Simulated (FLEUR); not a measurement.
# Nickel: which magnetic order is lowest, part 2 of 2

A self-consistent run ends on one state, which hangs on the start. Several orders of Nickel are started in FLEUR and their energies compared.

FLEUR MaX-R8.1; PBE; all-electron FLAPW, Dirac cores, scalar-relativistic bands.

So far, largest spin moment in the muffin-tin sphere (μB): step 2 (run 1 (ferro +)) 0.628; step 3 (start 2: antiferro q=(0,1/2,1/2) +-) 0.197.

## (4) Start 3: antiferro q=(0,0,1/2) +-

Reversing part of the moments tests the sign of the couplings between them.

This order needs a doubled cell of 2 atoms. The mesh is halved along the doubled vector, so that both cells sample the same points. The k list default-1 (kpts.xml, not shown) is a Γ-centred 14×14×7 mesh.

The input, inp.xml:

```
<?xml version="1.0" encoding="UTF-8" standalone="no"?>
<fleurInput fleurInputVersion="0.39">
   <comment>
      Ni
   </comment>
   <calculationSetup>
      <cutoffs Kmax="3.6" Gmax="10.8" GmaxXC="10.8" numbands="0"/>
      <scfLoop itmax="90" minDistance="0.00002" maxIterBroyd="15" imix="Anderson" alpha="0.05" precondParam="0.0" spinf="2.0" sdNocoIR="T"/>
      <coreElectrons ctail="T" frcor="F" kcrel="0" coretail_lmax="0"/>
      <xcFunctional name="pbe" relativisticCorrections="F"/>
      <magnetism jspins="2"/>
      <soc l_soc="F" theta="0.0" phi="0.0" spav="F"/>
      <expertModes spex="0" secvar="F"/>
      <geometryOptimization l_f="F" forcealpha="1.0" forcemix="BFGS" epsdisp="0.00001" epsforce="0.00001"/>
      <ldaU l_linMix="F" mixParam="0.05" spinf="1.0"/>
   </calculationSetup>
   <cell>
      <bzIntegration valenceElectrons="36.0" mode="hist" fermiSmearingEnergy="0.00110248">
         <kPointListSelection listName="default-1"/>
         <xi:include xmlns:xi="http://www.w3.org/2001/XInclude" href="kpts.xml"> </xi:include>
      </bzIntegration>
      <xi:include xmlns:xi="http://www.w3.org/2001/XInclude" href="sym.xml"> </xi:include>
      <bulkLattice scale="1.0">
         <bravaisMatrix>
            <row-1>    0.0000000000000000     3.3295745993471009     3.3295745993471009</row-1>
            <row-2>    3.3295745993471009     0.0000000000000000     3.3295745993471009</row-2>
            <row-3>    6.6591491986942017     6.6591491986942017     0.0000000000000000</row-3>
         </bravaisMatrix>
      </bulkLattice>
   </cell>
   <atomSpecies>
      <species name="Nickel (Ni1.000" element="Ni" atomicNumber="28">
         <mtSphere radius="2.3" gridPoints="761" logIncrement="0.016"/>
         <atomicCutoffs lmax="8" lnonsphr="6"/>
         <electronConfig flipSpins="F">
            <coreConfig>(1s1/2) (2s1/2) (2p1/2) (2p3/2)</coreConfig>
            <valenceConfig>(3s1/2) (3p1/2) (3p3/2) (4s1/2) (3d3/2) (3d5/2)</valenceConfig>
            <stateOccupation state="(3d3/2)" spinUp="1.6" spinDown="1.6"/>
            <stateOccupation state="(3d5/2)" spinUp="2.9" spinDown="1.9"/>
         </electronConfig>
         <energyParameters s="4" p="4" d="3" f="4"/>
         <lo type="SCLO" l="0" n="3" eDeriv="0"/>
         <lo type="SCLO" l="1" n="3" eDeriv="0"/>
      </species>
      <species name="Nickel (Ni-1.000" element="Ni" atomicNumber="28">
         <mtSphere radius="2.3" gridPoints="761" logIncrement="0.016"/>
         <atomicCutoffs lmax="8" lnonsphr="6"/>
         <electronConfig flipSpins="F">
            <coreConfig>(1s1/2) (2s1/2) (2p1/2) (2p3/2)</coreConfig>
            <valenceConfig>(3s1/2) (3p1/2) (3p3/2) (4s1/2) (3d3/2) (3d5/2)</valenceConfig>
            <stateOccupation state="(3d3/2)" spinUp="1.6" spinDown="1.6"/>
            <stateOccupation state="(3d5/2)" spinUp="1.9" spinDown="2.9"/>
         </electronConfig>
         <energyParameters s="4" p="4" d="3" f="4"/>
         <lo type="SCLO" l="0" n="3" eDeriv="0"/>
         <lo type="SCLO" l="1" n="3" eDeriv="0"/>
      </species>
   </atomSpecies>
   <atomGroups>
      <atomGroup species="Nickel (Ni1.000">
         <relPos label="                   1">.0000000000 .0000000000 .0000000000</relPos>
         <force calculate="T" relaxXYZ="TTT"/>
      </atomGroup>
      <atomGroup species="Nickel (Ni-1.000">
         <relPos label="                   2">.0000000000 .0000000000 1.000/2.000</relPos>
         <force calculate="T" relaxXYZ="TTT"/>
      </atomGroup>
   </atomGroups>
   <output dos="F" band="F" slice="F">
      <bandDOS minEnergy="-.5*Htr" maxEnergy="0.5*Htr" sigma="0.015" storeEVData="T"/>
      <plotting iplot="0" polar="F">
         <plot TwoD="T" vec1="  1.0  0.0  0.0" vec2="  0.0  1.0  0.0" vec3="  0.0  0.0  1.0" zero="  0.0  0.0  0.0" file="plot"/>
      </plotting>
      <moessbauerParams electricFieldGradient="F" isomerShift="F" coreHyperfine="F" valenceHyperfine="F"/>
   </output>
</fleurInput>
```

The input, crystal.txt:

```
Ni
&input film=F cartesian=F /
0.00000000000  1.76193500000  1.76193500000
1.76193500000  0.00000000000  1.76193500000
3.52387000000  3.52387000000  0.00000000000
1.8897261246
1.0 1.0 1.0

2
28 0.00000000000  0.00000000000  0.00000000000 : 1.000
28 0.00000000000  0.00000000000  0.50000000000 : -1.000

&kpt div1=14 div2=14 div3=7 gamma=T /
```

Launch:

```sh
$ OMP_NUM_THREADS=1 inpgen -f crystal.txt > inpgen.log  # inp.xml is then edited as shown
$ OMP_NUM_THREADS=1 mpirun -n 4 fleur_MPI > fleur.log
```

The log of the run:

```text
[banner, memory and clock lines left out]
Welcome to FLEUR        (www.flapw.de)
      MaX-Release 8.1          (www.max-centre.eu)

 ========== k-point set info ==========
 Selected k-point list: default-1
 k-point list type: mesh
 14 x 14 x 7
 Number of k points: 372

 [... set-up left out ...]
 Iteration:     1   Distance:      14.91402212 me/bohr^3
 Iteration:     2   Distance:      14.42371986 me/bohr^3
 Iteration:     3   Distance:       8.88365504 me/bohr^3
 Iteration:     4   Distance:       6.56670979 me/bohr^3
 Iteration:     5   Distance:       4.67267975 me/bohr^3
[...]
<sumOfEigenvalues value="    -1744.9429891151">
               <coreElectrons value="-1711.5107570182"/>
               <valenceElectrons value="-33.4322320969"/>
            </sumOfEigenvalues>
         [... left out ...]
            <freeEnergy value="-3041.6590048021"/>
            <extrapolationTo0K value="-3041.6586600980"/>
         </totalEnergy>
         <densityConvergence units="me/bohr^3">
            <chargeDensity spin="1" distance="0.0000080139"/>
            <chargeDensity spin="2" distance="0.0000096358"/>
            <overallChargeDensity distance="0.0000045341"/>
            <spinDensity distance="0.0000171343"/>
         </densityConvergence>
      </iteration>
```

It took 79 s on 4 MPI ranks of Arm Neoverse V2, shared host; peak memory 0.28 GiB; 5.3 min of CPU time.

Spin moment in the muffin-tin sphere by atom:

| atom | spin moment in the muffin-tin sphere (μB) |
| --- | --- |
| Ni1 | 0.288 |
| Ni2 | -0.288 |

Read from the output:

```
free energy                                                       : -82767.7580 eV
program's band gap on this mesh (in a metal only a level spacing) : 2.86e-4 eV
magnetization                                                     : 0 μB
final state                                                       : antiferromagnetic
```

It lies 51.0 meV a seeded atom over the first start, and its largest moment is 0.288 μB against 0.628 μB.

## (5) Run 4 (no spin polarisation)

Without spin polarisation no moment can form, so the difference from the other runs is what forming moments gains.

The k list default-1 (kpts.xml, not shown) is a Γ-centred 14×14×14 mesh.

The input, inp.xml:

```
<?xml version="1.0" encoding="UTF-8" standalone="no"?>
<fleurInput fleurInputVersion="0.39">
   <comment>
      Ni
   </comment>
   <calculationSetup>
      <cutoffs Kmax="3.6" Gmax="10.8" GmaxXC="10.8" numbands="0"/>
      <scfLoop itmax="90" minDistance="0.00002" maxIterBroyd="15" imix="Anderson" alpha="0.05" precondParam="0.0" spinf="2.0" sdNocoIR="T"/>
      <coreElectrons ctail="T" frcor="F" kcrel="0" coretail_lmax="0"/>
      <xcFunctional name="pbe" relativisticCorrections="F"/>
      <magnetism jspins="1"/>
      <soc l_soc="F" theta="0.0" phi="0.0" spav="F"/>
      <expertModes spex="0" secvar="F"/>
      <geometryOptimization l_f="F" forcealpha="1.0" forcemix="BFGS" epsdisp="0.00001" epsforce="0.00001"/>
      <ldaU l_linMix="F" mixParam="0.05" spinf="1.0"/>
   </calculationSetup>
   <cell>
      <bzIntegration valenceElectrons="18.0" mode="hist" fermiSmearingEnergy="0.00110248">
         <kPointListSelection listName="default-1"/>
         <xi:include xmlns:xi="http://www.w3.org/2001/XInclude" href="kpts.xml"> </xi:include>
      </bzIntegration>
      <xi:include xmlns:xi="http://www.w3.org/2001/XInclude" href="sym.xml"> </xi:include>
      <bulkLattice scale="1.0">
         <bravaisMatrix>
            <row-1>    0.0000000000000000     3.3295745993471009     3.3295745993471009</row-1>
            <row-2>    3.3295745993471009     0.0000000000000000     3.3295745993471009</row-2>
            <row-3>    3.3295745993471009     3.3295745993471009     0.0000000000000000</row-3>
         </bravaisMatrix>
      </bulkLattice>
   </cell>
   <atomSpecies>
      <species name="Nickel (Ni)" element="Ni" atomicNumber="28">
         <mtSphere radius="2.3" gridPoints="761" logIncrement="0.016"/>
         <atomicCutoffs lmax="8" lnonsphr="6"/>
         <electronConfig flipSpins="F">
            <coreConfig>(1s1/2) (2s1/2) (2p1/2) (2p3/2)</coreConfig>
            <valenceConfig>(3s1/2) (3p1/2) (3p3/2) (4s1/2) (3d3/2) (3d5/2)</valenceConfig>
            <stateOccupation state="(3d3/2)" spinUp="1.600000" spinDown="1.600000"/>
            <stateOccupation state="(3d5/2)" spinUp="2.400000" spinDown="2.400000"/>
         </electronConfig>
         <energyParameters s="4" p="4" d="3" f="4"/>
         <lo type="SCLO" l="0" n="3" eDeriv="0"/>
         <lo type="SCLO" l="1" n="3" eDeriv="0"/>
      </species>
   </atomSpecies>
   <atomGroups>
      <atomGroup species="Nickel (Ni)">
         <relPos label="                   1">.0000000000 .0000000000 .0000000000</relPos>
         <force calculate="T" relaxXYZ="TTT"/>
      </atomGroup>
   </atomGroups>
   <output dos="F" band="F" slice="F">
      <bandDOS minEnergy="-.5*Htr" maxEnergy="0.5*Htr" sigma="0.015" storeEVData="T"/>
      <plotting iplot="0" polar="F">
         <plot TwoD="T" vec1="  1.0  0.0  0.0" vec2="  0.0  1.0  0.0" vec3="  0.0  0.0  1.0" zero="  0.0  0.0  0.0" file="plot"/>
      </plotting>
      <moessbauerParams electricFieldGradient="F" isomerShift="F" coreHyperfine="F" valenceHyperfine="F"/>
   </output>
</fleurInput>
```

The input, crystal.txt:

```
Ni
&input film=F cartesian=F /
0.00000000000  1.76193500000  1.76193500000
1.76193500000  0.00000000000  1.76193500000
1.76193500000  1.76193500000  0.00000000000
1.8897261246
1.0 1.0 1.0

1
28 0.00000000000  0.00000000000  0.00000000000

&kpt div1=14 div2=14 div3=14 gamma=T /
```

The log of the run:

```text
[banner, memory and clock lines left out]
Welcome to FLEUR        (www.flapw.de)
      MaX-Release 8.1          (www.max-centre.eu)

 ========== k-point set info ==========
 Selected k-point list: default-1
 k-point list type: mesh
 14 x 14 x 14
 Number of k points: 104

 [... set-up left out ...]
 Iteration:     1   Distance:      10.11715021 me/bohr^3
 Iteration:     2   Distance:       9.50343753 me/bohr^3
 Iteration:     3   Distance:       6.82164579 me/bohr^3
 Iteration:     4   Distance:       1.00069873 me/bohr^3
 Iteration:     5   Distance:       1.56461230 me/bohr^3
[...]
<FermiEnergy value="0.3106471312" units="Htr"/>
         [... left out ...]
         <totalEnergy value="    -1520.8288697310" units="Htr">
            <sumOfEigenvalues value="     -872.4716244758">
               <coreElectrons value="-855.7563485095"/>
               <valenceElectrons value="-16.7152759663"/>
            </sumOfEigenvalues>
         [... left out ...]
            <freeEnergy value="-1520.8293552401"/>
            <extrapolationTo0K value="-1520.8291124856"/>
         </totalEnergy>
         <densityConvergence units="me/bohr^3">
            <chargeDensity spin="1" distance="0.0000121562"/>
         </densityConvergence>
      </iteration>
```

Elapsed: 2.9 s, on 4 MPI ranks; peak memory 0.15 GiB.

Numbers from this step:

```
free energy                                                       : -41383.8750 eV
program's band gap on this mesh (in a metal only a level spacing) : 0.002908 eV
final state                                                       : non-magnetic (no spin polarisation)
```

It lies 55.0 meV a seeded atom over the first start.

## (6) Energies of the orders

Free energies are divided by the number of seeded atoms, so that cells of unlike size compare. Wavevectors q in the names are fractions of the primitive cell's reciprocal vectors.

Orders:

| start | final state | typed order kept | energy over the lowest (meV a seeded atom) | largest sphere moment (μB) | net moment (μB a primitive cell) | mesh matched | CPU time (s) |
| --- | --- | --- | --- | --- | --- | --- | --- |
| ferro + | ferromagnetic | yes | 0 | 0.6281 | 0.5982 | yes | 26.65 |
| antiferro q=(0,1/2,1/2) +- | antiferromagnetic | yes | 53.8 | 0.1971 | 0 | yes | 347.6 |
| antiferro q=(0,0,1/2) +- | antiferromagnetic | yes | 51.04 | 0.2878 | 0 | yes | 315.6 |
| no spin polarisation | non-magnetic | - | 55.05 | 0 | 0 | yes | 11.08 |

## (7) Summary of results

```json
{
 "lowest state found": "ferromagnetic (typed ferro +)",
 "largest site spin moment": "0.628 μB",
 "next finished state": "antiferromagnetic, 51.0 meV a seeded atom higher",
 "energy gained by spin polarisation": "55.0 meV a seeded atom"
}
```

**Reading.** The lowest state found is ferromagnetic, reached from the start ferro +, with moments up to 0.628 μB. The next finished state costs 51 meV a seeded atom. This is the lowest of 4 finished starts, no proof of the ground state.

[Logs and program files are shortened in this print: banners, set-up blocks, solver, clock and traceback lines can be left out without a mark of their own.]

[Logs are printed without paths, hosts, clocks, repeated set-up lines and the standing remarks that a program may print on its own settings, such as how far it seeks lower states.]

[Hosts, paths, dates, database ids (printed as entryN), source tags and the programs' standing remarks are cut or masked in the printed files.]

[Where a cell is said to come from a database of computed structures, the database is the Materials Project.]
